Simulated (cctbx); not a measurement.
# Reading a Patterson map

Space group Pnma (no. 62), a = 13.9310 Å, b = 8.0650 Å, c = 6.4910 Å, α = 90.00°, β = 90.00°, γ = 90.00°, content Te12 Sn4 Cd4 Se4 Mn4.

The data are simulated with cctbx, not measured: Mo Kα, λ = 0.71073 Å, to d = 0.8 Å, 80 % of the full sphere, strongest reflection 20000 counts, noise from counting, a 4 % proportional error and a noise floor of 8 counts (s.d.); no absorption.

Patterson synthesis, origin scaled to 1000:

```text
Patterson group P m m m
      u       v       w   height  length (A)
  0.000   0.000   0.000   1000.0     0.00
  0.500   0.000   0.000    591.9     6.97
  0.253   0.244   0.000    457.3     4.04
  0.000   0.500   0.000    335.1     4.03
  0.331   0.500   0.500    319.6     6.93
  0.500   0.500   0.000    306.4     8.05
  0.164   0.500   0.500    231.8     5.66
  0.090   0.263   0.500    210.6     4.08
  0.410   0.264   0.500    206.6     6.90
  0.165   0.000   0.233    198.1     2.75
  0.336   0.000   0.251    194.1     4.95
  0.169   0.000   0.500    189.4     4.01
  0.500   0.000   0.309    185.7     7.25
  0.333   0.000   0.500    176.2     5.66
```

**Question.** Which atom pairs make the peaks, and where is the heaviest atom?

A peak at u stands for all pairs with xi − xj = u, with weight Σ ZiZj against Σ Z² = 58788 at the origin. Peak heights follow these weights only roughly, since form factors, motion and series ripples differ, all vectors within 0.55 Å of a peak are counted as merged into it though the farther ones add only part of their weight, and F(000) is left out, which lowers the whole map:

| u | v | w | shortest length (Å) | height | 1000 ΣZiZj/ΣZ² | pairs in the cell |
| --- | --- | --- | --- | --- | --- | --- |
| 0.500 | 0.000 | 0.000 | 6.97 | 592 | 631 | 12 × Te–Te, 4 × Se–Se |
| 0.253 | 0.244 | 0.000 | 4.04 | 457 | 690 | 8 × Te–Te, 8 × Te–Se, 4 × Cd–Mn |
| 0.000 | 0.500 | 0.000 | 4.03 | 335 | 651 | 8 × Te–Te, 8 × Te–Se, 4 × Mn–Mn |
| 0.331 | 0.500 | 0.500 | 6.93 | 320 | 400 | 6 × Te–Te, 2 × Sn–Sn, 2 × Se–Se |
| 0.500 | 0.500 | 0.000 | 8.05 | 306 | 609 | 8 × Te–Te, 8 × Te–Se |
| 0.164 | 0.500 | 0.500 | 5.66 | 232 | 276 | 6 × Te–Te |
| 0.090 | 0.263 | 0.500 | 4.07 | 211 | 304 | 4 × Te–Te, 4 × Te–Se |
| 0.410 | 0.264 | 0.500 | 6.91 | 207 | 304 | 4 × Te–Te, 4 × Te–Se |
| 0.165 | 0.000 | 0.233 | 2.75 | 198 | 317 | 4 × Te–Mn, 2 × Te–Sn, 2 × Te–Cd, 2 × Cd–Se |
| 0.336 | 0.000 | 0.251 | 4.96 | 194 | 229 | 4 × Te–Mn, 2 × Te–Cd, 2 × Cd–Se |

The table stops at ten peaks or at a height of 45, below which ripples compete. In the model behind the data Te, the heaviest element, has 2 independent sites: (0.1653, 0.4792, 0.2494) and (0.0703, 3/4, 0.7543), up to an allowed shift of origin; the Te–Te vectors are differences of these positions and their symmetry mates. Elements of similar Z can't be told apart from the map alone. The whole model:

```csv
atom,mult.,x,y,z,Ueq (Å²)
Te1,8,0.1653,0.4792,0.2494,0.0051
Te2,4,0.0703,3/4,0.7543,0.0070
Sn1,4,0.9108,3/4,0.5937,0.0063
Cd1,4,0.7301,3/4,0.0090,0.0059
Se1,4,0.9057,3/4,0.2159,0.0077
Mn1,4,0,1/2,0,0.0077
```

This is a model crystal, built by substitution and not relaxed, with assumed displacement parameters.

[Logs are printed without paths, hosts, clocks, repeated set-up lines and the standing remarks that a program may print on its own settings, such as how far it seeks lower states.]
